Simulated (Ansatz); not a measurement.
# Work function of Y(0001): what the settings cost and change, part 2 of 2

Aim: the work function of Y(0001) against thickness and vacuum, with the cost.

Ansatz 0.2.0; plane-wave DFT, PBE, Ansatz PAW.

So far, work function, upper face (eV): step 2 (run, setting 1 layer) 3.39; step 3 (run, 2 atoms) 3.32; step 4 (slab, 3 atoms) 3.37; step 5 (run, 4 atoms) 3.37; step 6 (slab, 5 atoms) 3.37.

## (7) Slab, 6 atoms

System of this step: Y(0001). The cell holds 6 atoms: 6 Y. Its edges and angles: a = 3.650 Å, b = 3.650 Å, c = 32.335 Å, α = 90.0°, β = 90.0°, γ = 60.0°. Vacuum lies along c.

The input, input.yaml:

```yaml
crystal:
  lattice:
    - [3.65, 0.0, 0.0]
    - [1.825, 3.1609927238, 0.0]
    - [0.0, 0.0, 32.335375]
  atoms:
    - { symbol: "Y", position: [0.6666666667, 0.6666666667, 0.2783329403] }
    - { symbol: "Y", position: [0.0, 0.0, 0.3669997642] }
    - { symbol: "Y", position: [0.6666666667, 0.6666666667, 0.4556665881] }
    - { symbol: "Y", position: [0.0, 0.0, 0.5443334119] }
    - { symbol: "Y", position: [0.6666666667, 0.6666666667, 0.6330002358] }
    - { symbol: "Y", position: [0.0, 0.0, 0.7216670597] }
kpoints:
  mp_grid: { grid: [13, 13, 1] }
hamiltonian:
  xc: pbe
scf:
  occupations: { method: fermi_dirac, width: 0.1 }
  convergence: { dr2_threshold: 1.0e-09 }
efield:
  axis: 3
  dipole_correction: true
  ramp_position: 0.97
  ramp_width: 0.06
output:
  write_potential: true
  write_density: true
  volumetric_format: npy
```

On the command line:

```sh
$ ansatz run input.yaml --threads 2 --pin off --max-ram 3072MiB --backend cpu --events-out ev --progress --plain --runs-dir out
```

Numbers of over 12 decimals in the logs are rounded to 6 here.

Output:

```text
[...]
Crystal: 6 atoms, lattice volume = 373.073 Å³
Basis set: ecut = 420 eV, 7177 PW (Γ)
Bands: 40, of which v1, the nominal top of the filled ones, is band 33 counted from 1 (32 counted from 0)
Symmetry: 6 space group operations
k-points: 21 of 169 (time reversal used)
[...]
k-point 0: bands = [... 29 lower, 1.5208, 3.6424, 3.6548, 4.1886, 4.2267, 4.4885, 4.9683, 5.0215, ... 10 higher]
  k-point 1: bands = [... 29 lower, 1.6389, 3.6489, 3.6646, 4.0872, 4.1007, 4.4379, 4.8279, 4.8617, ... 10 higher]
  k-point 2: bands = [... 29 lower, 1.9637, 3.6116, 3.6257, 3.7978, 3.8849, 4.3109, 4.4262, 4.4671, ... 10 higher]
  k-point 20: bands = [... 29 lower, 3.0266, 3.0266, 3.1311, 3.1954, 3.3879, 3.5117, 3.7638, 3.9087, ... 10 higher]
[key lines of the parts left out:]
SCF converged after 11 iterations
Free energy (F): -23090.766050 eV
Fermi energy:    3.468371 eV
Dipole field:    D = 0.000000 V/Å  (p = 0.000001 e·Å, saw-weighted, corrected)
Work function:   Φ+ = 3.3704 eV   Φ− = 3.3705 eV
```

It took 49 s on 2 threads of Arm Neoverse N1, shared host; peak memory 0.75 GiB.

The work function is 3.370 eV, +0.000 eV from the run “5 layers”, at 1.5 times its CPU time.

## (8) Slab, 8 atoms

System of this step: Y(0001). The cell holds 8 atoms: 8 Y. Cell: a = 3.650 Å, b = 3.650 Å, c = 38.070 Å, α = 90.0°, β = 90.0°, γ = 60.0°. Vacuum lies along c.

input.yaml, the sections that differ from step 7:

```yaml
crystal:
  lattice:
    - [3.65, 0.0, 0.0]
    - [1.825, 3.1609927238, 0.0]
    - [0.0, 0.0, 38.069525]
  atoms:
    - { symbol: "Y", position: [0.6666666667, 0.6666666667, 0.2364095691] }
    - { symbol: "Y", position: [0.0, 0.0, 0.3117211208] }
    - { symbol: "Y", position: [0.6666666667, 0.6666666667, 0.3870326725] }
    - { symbol: "Y", position: [0.0, 0.0, 0.4623442242] }
    - { symbol: "Y", position: [0.6666666667, 0.6666666667, 0.5376557758] }
    - { symbol: "Y", position: [0.0, 0.0, 0.6129673275] }
    - { symbol: "Y", position: [0.6666666667, 0.6666666667, 0.6882788792] }
    - { symbol: "Y", position: [0.0, 0.0, 0.7635904309] }
# kpoints, hamiltonian, scf, efield, output: as in step 7
```

Output:

```text
[...]
Crystal: 8 atoms, lattice volume = 439.232 Å³
Basis set: ecut = 420 eV, 8455 PW (Γ)
Bands: 53, of which v1, the nominal top of the filled ones, is band 44 counted from 1 (43 counted from 0)
Symmetry: 6 space group operations
k-points: 21 of 169 (time reversal used)
[...]
k-point 0: bands = [... 40 lower, 4.5196, 4.5207, 5.0294, 5.0737, 5.1387, 5.3408, 5.6992, 5.9000, ... 14 higher]
  k-point 1: bands = [... 40 lower, 4.5262, 4.5303, 4.9047, 4.9661, 5.0238, 5.2804, 5.6489, 5.7227, ... 14 higher]
  k-point 2: bands = [... 40 lower, 4.4740, 4.5087, 4.6121, 4.6870, 4.8015, 5.1321, 5.2857, 5.3177, ... 14 higher]
  k-point 20: bands = [... 40 lower, 3.8907, 3.9433, 3.9759, 4.0755, 4.1329, 4.2943, 4.3739, 4.6346, ... 14 higher]
[key lines of the parts left out:]
SCF converged after 11 iterations
Free energy (F): -30788.165670 eV
Fermi energy:    4.340001 eV
Dipole field:    D = 0.000001 V/Å  (p = 0.000002 e·Å, saw-weighted, corrected)
Work function:   Φ+ = 3.3697 eV   Φ− = 3.3697 eV
```

Wall time 85 s (2 threads); peak memory 0.98 GiB; 2.8 min of CPU time.

The work function is 3.370 eV, -0.001 eV from the run “6 layers”, at 1.7 times its CPU time.

## (9) Slab, 10 atoms

System of this step: Y(0001). The cell holds 10 atoms: 10 Y. Cell: a = 3.650 Å, b = 3.650 Å, c = 43.804 Å, α = 90.0°, β = 90.0°, γ = 60.0°. Vacuum lies along c.

input.yaml, the sections that differ from step 8:

```yaml
crystal:
  lattice:
    - [3.65, 0.0, 0.0]
    - [1.825, 3.1609927238, 0.0]
    - [0.0, 0.0, 43.803675]
  atoms:
    - { symbol: "Y", position: [0.6666666667, 0.6666666667, 0.2054622129] }
    - { symbol: "Y", position: [0.0, 0.0, 0.2709150545] }
    - { symbol: "Y", position: [0.6666666667, 0.6666666667, 0.3363678961] }
    - { symbol: "Y", position: [0.0, 0.0, 0.4018207376] }
    - { symbol: "Y", position: [0.6666666667, 0.6666666667, 0.4672735792] }
    - { symbol: "Y", position: [0.0, 0.0, 0.5327264208] }
    - { symbol: "Y", position: [0.6666666667, 0.6666666667, 0.5981792624] }
    - { symbol: "Y", position: [0.0, 0.0, 0.6636321039] }
    - { symbol: "Y", position: [0.6666666667, 0.6666666667, 0.7290849455] }
    - { symbol: "Y", position: [0.0, 0.0, 0.7945377871] }
# kpoints, hamiltonian, scf, efield, output: as in step 8
```

Output:

```text
[...]
Crystal: 10 atoms, lattice volume = 505.390 Å³
Basis set: ecut = 420 eV, 9735 PW (Γ)
Bands: 66, of which v1, the nominal top of the filled ones, is band 55 counted from 1 (54 counted from 0)
Symmetry: 6 space group operations
k-points: 21 of 169 (time reversal used)
[...]
k-point 0: bands = [... 51 lower, 5.1637, 5.6566, 5.6864, 5.7654, 5.7899, 5.9729, 6.2561, 6.5411, ... 18 higher]
  k-point 1: bands = [... 51 lower, 5.1723, 5.5370, 5.5584, 5.6628, 5.6722, 5.9066, 6.2083, 6.3603, ... 18 higher]
  k-point 2: bands = [... 51 lower, 5.1332, 5.2551, 5.2779, 5.3493, 5.4738, 5.7440, 5.9281, 5.9450, ... 18 higher]
  k-point 20: bands = [... 51 lower, 4.5616, 4.5786, 4.6420, 4.6758, 4.7735, 4.8129, 4.9604, 5.0042, ... 18 higher]
[key lines of the parts left out:]
SCF converged after 12 iterations
Free energy (F): -38485.564948 eV
Fermi energy:    4.983177 eV
Dipole field:    D = 0.000000 V/Å  (p = 0.000000 e·Å, saw-weighted, corrected)
Work function:   Φ+ = 3.3697 eV   Φ− = 3.3697 eV
```

Elapsed: 2.6 min, on 2 threads; peak memory 1.3 GiB.

The work function is 3.370 eV, -0.000 eV from the run “8 layers”, at 1.6 times its CPU time.

## (10) Slab, 13 atoms

System of this step: Y(0001). The cell holds 13 atoms: 13 Y. Cell: a = 3.650 Å, b = 3.650 Å, c = 52.405 Å, α = 90.0°, β = 90.0°, γ = 60.0°. Vacuum lies along c.

input.yaml, the sections that differ from step 9:

```yaml
crystal:
  lattice:
    - [3.65, 0.0, 0.0]
    - [1.825, 3.1609927238, 0.0]
    - [0.0, 0.0, 52.4049]
  atoms:
    - { symbol: "Y", position: [0.0, 0.0, 0.1717396656] }
    - { symbol: "Y", position: [0.6666666667, 0.6666666667, 0.2264497213] }
    - { symbol: "Y", position: [0.0, 0.0, 0.281159777] }
    - { symbol: "Y", position: [0.6666666667, 0.6666666667, 0.3358698328] }
    - { symbol: "Y", position: [0.0, 0.0, 0.3905798885] }
    - { symbol: "Y", position: [0.6666666667, 0.6666666667, 0.4452899443] }
    - { symbol: "Y", position: [0.0, 0.0, 0.5] }
    - { symbol: "Y", position: [0.6666666667, 0.6666666667, 0.5547100557] }
    - { symbol: "Y", position: [0.0, 0.0, 0.6094201115] }
    - { symbol: "Y", position: [0.6666666667, 0.6666666667, 0.6641301672] }
    - { symbol: "Y", position: [0.0, 0.0, 0.718840223] }
    - { symbol: "Y", position: [0.6666666667, 0.6666666667, 0.7735502787] }
    - { symbol: "Y", position: [0.0, 0.0, 0.8282603344] }
# kpoints, hamiltonian, scf, efield, output: as in step 9
```

Output:

```text
[...]
Crystal: 13 atoms, lattice volume = 604.628 Å³
Basis set: ecut = 420 eV, 11623 PW (Γ)
Bands: 86, of which v1, the nominal top of the filled ones, is band 72 counted from 1 (71 counted from 0)
Symmetry: 6 space group operations
k-points: 21 of 169 (time reversal used)
[...]
k-point 0: bands = [... 68 lower, 6.3587, 6.4290, 6.4367, 6.5071, 6.5709, 6.7666, 6.9923, 7.2200, ... 10 higher]
  k-point 1: bands = [... 68 lower, 6.2295, 6.3081, 6.3264, 6.3812, 6.4904, 6.7032, 6.9416, 7.0618, ... 10 higher]
  k-point 2: bands = [... 68 lower, 5.9596, 6.0019, 6.0587, 6.1150, 6.3058, 6.5287, 6.6263, 6.6429, ... 10 higher]
  k-point 20: bands = [... 68 lower, 5.2723, 5.3271, 5.3417, 5.4114, 5.4426, 5.5200, 5.5523, 5.6758, ... 10 higher]
[key lines of the parts left out:]
SCF converged after 11 iterations
Free energy (F): -50031.663850 eV
Fermi energy:    5.684041 eV
Dipole field:    D = 0.000000 V/Å  (p = 0.000001 e·Å, saw-weighted, corrected)
Work function:   Φ+ = 3.3697 eV   Φ− = 3.3697 eV
```

Run time: 3.5 min. Hardware: 2 threads; peak memory 1.6 GiB.

The work function is 3.370 eV, +0.000 eV from the run “10 layers”, at 1.4 times its CPU time.

## (11) Run, 7 atoms

System of this step: Y(0001). The cell holds 7 atoms: 7 Y. Its edges and angles: a = 3.650 Å, b = 3.650 Å, c = 27.202 Å, α = 90.0°, β = 90.0°, γ = 60.0°. Vacuum lies along c.

input.yaml, the sections that differ from step 10:

```yaml
crystal:
  lattice:
    - [3.65, 0.0, 0.0]
    - [1.825, 3.1609927238, 0.0]
    - [0.0, 0.0, 27.20245]
  atoms:
    - { symbol: "Y", position: [0.0, 0.0, 0.1838069733] }
    - { symbol: "Y", position: [0.6666666667, 0.6666666667, 0.2892046488] }
    - { symbol: "Y", position: [0.0, 0.0, 0.3946023244] }
    - { symbol: "Y", position: [0.6666666667, 0.6666666667, 0.5] }
    - { symbol: "Y", position: [0.0, 0.0, 0.6053976756] }
    - { symbol: "Y", position: [0.6666666667, 0.6666666667, 0.7107953512] }
    - { symbol: "Y", position: [0.0, 0.0, 0.8161930267] }
# kpoints, hamiltonian, scf, efield, output: as in step 10
```

Output:

```text
[...]
Crystal: 7 atoms, lattice volume = 313.852 Å³
Basis set: ecut = 420 eV, 6043 PW (Γ)
Bands: 47, of which v1, the nominal top of the filled ones, is band 39 counted from 1 (38 counted from 0)
Symmetry: 6 space group operations
k-points: 21 of 169 (time reversal used)
[...]
k-point 0: bands = [... 35 lower, 6.2294, 6.3067, 6.7785, 6.8552, 6.9383, 7.2940, 7.6398, 7.6398, ... 12 higher]
  k-point 1: bands = [... 35 lower, 6.2453, 6.3058, 6.6616, 6.7305, 6.8622, 7.2499, 7.4630, 7.4827, ... 12 higher]
  k-point 2: bands = [... 35 lower, 6.2342, 6.2388, 6.4010, 6.4312, 6.7046, 7.0266, 7.0740, 7.1010, ... 12 higher]
  k-point 20: bands = [... 35 lower, 5.6591, 5.6847, 5.8176, 5.8204, 6.0662, 6.0878, 6.4076, 6.4631, ... 12 higher]
[key lines of the parts left out:]
SCF converged after 11 iterations
Free energy (F): -26939.466435 eV
Fermi energy:    6.087602 eV
Dipole field:    D = -0.000001 V/Å  (p = -0.000002 e·Å, saw-weighted, corrected)
Work function:   Φ+ = 3.3277 eV (in doubt: plateau slope 2.4e-1 eV/Å)   Φ− = 3.3410 eV (in doubt: plateau slope 1.8e-1 eV/Å)
```

Run time: 51 s. Hardware: 2 threads; peak memory 0.72 GiB; 98 s of CPU time.

The work function is 3.328 eV. The program marks this work function as in doubt.

## (12) Run, 7 atoms (run 2)

The cell differs from the one that the last finished run ended in (c 27.202 → 31.202 Å).

input.yaml, the sections that differ from step 11:

```yaml
crystal:
  lattice:
    - [3.65, 0.0, 0.0]
    - [1.825, 3.1609927238, 0.0]
    - [0.0, 0.0, 31.20245]
  atoms:
    - { symbol: "Y", position: [0.0, 0.0, 0.2243413578] }
    - { symbol: "Y", position: [0.6666666667, 0.6666666667, 0.3162275719] }
    - { symbol: "Y", position: [0.0, 0.0, 0.4081137859] }
    - { symbol: "Y", position: [0.6666666667, 0.6666666667, 0.5] }
    - { symbol: "Y", position: [0.0, 0.0, 0.5918862141] }
    - { symbol: "Y", position: [0.6666666667, 0.6666666667, 0.6837724281] }
    - { symbol: "Y", position: [0.0, 0.0, 0.7756586422] }
# kpoints, hamiltonian, scf, efield, output: as in step 11
```

Output:

```text
[...]
Crystal: 7 atoms, lattice volume = 360.002 Å³
Basis set: ecut = 420 eV, 6945 PW (Γ)
Bands: 47, of which v1, the nominal top of the filled ones, is band 39 counted from 1 (38 counted from 0)
Symmetry: 6 space group operations
k-points: 21 of 169 (time reversal used)
[...]
k-point 0: bands = [... 35 lower, 5.0551, 5.0589, 5.5682, 5.6425, 5.7275, 6.0848, 6.4292, 6.4292, ... 12 higher]
  k-point 1: bands = [... 35 lower, 5.0602, 5.0702, 5.4511, 5.5172, 5.6505, 6.0422, 6.2522, 6.2721, ... 12 higher]
  k-point 2: bands = [... 35 lower, 5.0113, 5.0439, 5.1920, 5.2164, 5.4892, 5.8164, 5.8632, 5.8923, ... 12 higher]
  k-point 20: bands = [... 35 lower, 4.4484, 4.4741, 4.6070, 4.6098, 4.8555, 4.8769, 5.1968, 5.2525, ... 12 higher]
[key lines of the parts left out:]
SCF converged after 11 iterations
Free energy (F): -26939.465896 eV
Fermi energy:    4.876952 eV
Dipole field:    D = -0.000000 V/Å  (p = -0.000000 e·Å, saw-weighted, corrected)
Work function:   Φ+ = 3.3689 eV   Φ− = 3.3692 eV
```

It took 65 s on 2 threads; peak memory 0.78 GiB; 1.9 min of CPU time.

The work function is 3.369 eV, +0.041 eV from the run “7 layers, 10 Å of vacuum”, at 1.2 times its CPU time.

## (13) Run, 7 atoms (run 3)

The cell differs from the one that the last finished run ended in (c 31.202 → 43.202 Å).

input.yaml, the sections that differ from step 12:

```yaml
crystal:
  lattice:
    - [3.65, 0.0, 0.0]
    - [1.825, 3.1609927238, 0.0]
    - [0.0, 0.0, 43.20245]
  atoms:
    - { symbol: "Y", position: [0.0, 0.0, 0.3009088605] }
    - { symbol: "Y", position: [0.6666666667, 0.6666666667, 0.3672725737] }
    - { symbol: "Y", position: [0.0, 0.0, 0.4336362868] }
    - { symbol: "Y", position: [0.6666666667, 0.6666666667, 0.5] }
    - { symbol: "Y", position: [0.0, 0.0, 0.5663637132] }
    - { symbol: "Y", position: [0.6666666667, 0.6666666667, 0.6327274263] }
    - { symbol: "Y", position: [0.0, 0.0, 0.6990911395] }
# kpoints, hamiltonian, scf, efield, output: as in step 12
```

Output:

```text
[...]
Crystal: 7 atoms, lattice volume = 498.454 Å³
Basis set: ecut = 420 eV, 9565 PW (Γ)
Bands: 47, of which v1, the nominal top of the filled ones, is band 39 counted from 1 (38 counted from 0)
Symmetry: 6 space group operations
k-points: 21 of 169 (time reversal used)
[...]
k-point 0: bands = [... 35 lower, 2.7629, 2.7696, 3.2775, 3.3516, 3.4368, 3.7941, 4.1384, 4.1384, ... 12 higher]
  k-point 1: bands = [... 35 lower, 2.7682, 2.7806, 3.1603, 3.2264, 3.3597, 3.7516, 3.9614, 3.9813, ... 12 higher]
  k-point 2: bands = [... 35 lower, 2.7201, 2.7537, 2.9013, 2.9256, 3.1983, 3.5256, 3.5725, 3.6016, ... 12 higher]
  k-point 20: bands = [... 35 lower, 2.1576, 2.1833, 2.3162, 2.3190, 2.5647, 2.5862, 2.9060, 2.9618, ... 12 higher]
[key lines of the parts left out:]
SCF converged after 11 iterations
Free energy (F): -26939.465875 eV
Fermi energy:    2.586192 eV
Dipole field:    D = 0.000000 V/Å  (p = 0.000000 e·Å, saw-weighted, corrected)
Work function:   Φ+ = 3.3701 eV   Φ− = 3.3701 eV
```

Elapsed: 97 s, on 2 threads; peak memory 1 GiB.

The work function is 3.370 eV, +0.001 eV from the run “7 layers, 14 Å of vacuum”, at 1.4 times its CPU time.

## (14) Comparing the runs

Times are for 2 threads of Arm Neoverse N1, shared host. The series side by side:

| no. | setting | work function, upper face (eV) | time | memory (GiB) |
| --- | --- | --- | --- | --- |
| 1 | 1 layer | 3.387 | 6.6 s | 0.41 |
| 2 | 2 layers | 3.322 | 8.3 s | 0.42 |
| 3 | 3 layers | 3.370 | 16 s | 0.48 |
| 4 | 4 layers | 3.370 | 25 s | 0.55 |
| 5 | 5 layers | 3.370 | 34 s | 0.62 |
| 6 | 6 layers | 3.370 | 49 s | 0.75 |
| 7 | 8 layers | 3.370 | 85 s | 0.98 |
| 8 | 10 layers | 3.370 | 2.6 min | 1.3 |
| 9 | 13 layers | 3.370 | 3.5 min | 1.6 |
| 10 | 7 layers, 10 Å of vacuum | 3.328 | 51 s | 0.72 |
| 11 | 7 layers, 14 Å of vacuum | 3.369 | 65 s | 0.78 |
| 12 | 7 layers, 26 Å of vacuum | 3.370 | 97 s | 1 |

## (15) A changed input

System of this step: Y(0001) monolayer. The cell holds 1 atom: 1 Y. Cell: a = 3.650 Å, b = 3.650 Å, c = 18.000 Å, α = 90.0°, β = 90.0°, γ = 60.0°. Vacuum lies along c.

An input spoilt on purpose, to show how the run answers: it repeats the earlier run “1 layer” with efield.axis from 3 to 1, and scf.max_iter set to 60; its output block differs too.

input.yaml, the sections that differ from step 13:

```yaml
crystal:
  lattice:
    - [3.65, 0.0, 0.0]
    - [1.825, 3.1609927238, 0.0]
    - [0.0, 0.0, 18.0]
  atoms:
    - { symbol: "Y", position: [0.6666666667, 0.6666666667, 0.5] }
scf:
  occupations: { method: fermi_dirac, width: 0.1 }
  convergence: { dr2_threshold: 1.0e-09 }
  max_iter: 60
efield:
  axis: 1
  dipole_correction: true
  ramp_position: 0.97
  ramp_width: 0.06
# kpoints, hamiltonian, output: as in step 13
```

Output:

```text
[...]
Crystal: 1 atoms, lattice volume = 207.677 Å³
Basis set: ecut = 420 eV, 3961 PW (Γ)
Bands: 10, of which v1, the nominal top of the filled ones, is band 6 counted from 1 (5 counted from 0)
Symmetry: 4 space group operations
k-points: 49 of 169 (time reversal used)
[...]
SCF iter   1: F=—  HF=-3846.193263 eV  |F-HF|=—  |Δ(HF+E_count)|=         —  Δρ=1.31e-2  dr2=6.45e-1  ethr=1.77e-3  p=1.921 e·Å  D=1.67e0 V/Å  ΔV_dip=-5.29 eV  dr2_dipole=2.57e-1  V_vac-E_F(+/−)=-0.58/4.65 eV  ⟨swp⟩=4.7  Hψ=3093  notcnv=0
[...]
SCF iter  10: F=-3845.907141 eV  HF=-3845.907141 eV  |F-HF|=7.00e-11  |Δ(HF+E_count)|=   1.37e-9  Δρ=2.02e-7  dr2=1.69e-10  ethr=9.09e-12  p=1.446 e·Å  D=1.26e0 V/Å  ΔV_dip=-3.98 eV  dr2_dipole=9.85e-13  V_vac-E_F(+/−)=-0.05/4.07 eV  ⟨swp⟩=4.0  Hψ=1446  notcnv=0
[...]
SCF 1 converged in 10 iterations: F = -3845.907141 eV  dr2 = 1.69e-10
[...]
SCF converged after 10 iterations
Free energy (F): -3845.907141 eV
[...]
Internal energy: -3845.767228 eV  (E = F + TS)
E sigma→0 (E₀):  -3845.837184 eV
Entropy (-TS):   -0.139912 eV (-139.912 meV/atom)
Fermi energy:    -1.235362 eV
Dipole field:    D = 1.260025 V/Å  (p = 1.446127 e·Å, saw-weighted, corrected)
Work function:   Φ+ = -0.0524 eV (in doubt: plateau slope 1.7e0 eV/Å)   Φ− = 4.0739 eV (in doubt: plateau slope 2.6e0 eV/Å)
[...]
--- Band table (eV; the first three rows and the last of 49) ---
[...]
```

It took 17 s on 2 threads; peak memory 0.49 GiB.

The field now lies along an axis in the plane, so the dipole that the program prints is another component and can't be set beside the earlier one.

With this change the program also warns of density in the ramp of the sawtooth; these numbers are not the system's.

## (16) Summary of results

```
work function, 1 layer   : 3.387 eV
work function, 2 layers  : 3.322 eV
work function, 6 layers  : 3.370 eV
work function, 13 layers : 3.370 eV
```

In words: The thickest slab gives 3.37 eV, and the settings tried spread the value from 3.32 to 3.39 eV. At 18 Å of vacuum, the slabs from 1 layer on stay within 0.05 eV of the thickest. Going from 10 to 26 Å of vacuum moves it by 0.042 eV. The program marks the value as in doubt in “7 layers, 10 Å of vacuum”. The ladder's slabs use the tabulated experimental lattice constant (two decimals; a low-temperature value for the alkali metals). In 2 runs of the series (7 layers, 10 Å of vacuum and 7 layers, 14 Å of vacuum) the program warns that electrons reach the sawtooth's ramp, which makes dipole and work function less sure.

[Logs are printed without paths, hosts, clocks, repeated set-up lines and the standing remarks that a program may print on its own settings, such as how far it seeks lower states.]

[Hosts, paths, dates, database ids (printed as entryN), source tags and the programs' standing remarks are cut or masked in the printed files.]

[Maps of the electrostatic potential energy from Ansatz leave out the sawtooth potential of an applied field or a dipole correction, so their vacuum need not be flat; planar profiles and work functions include it.]
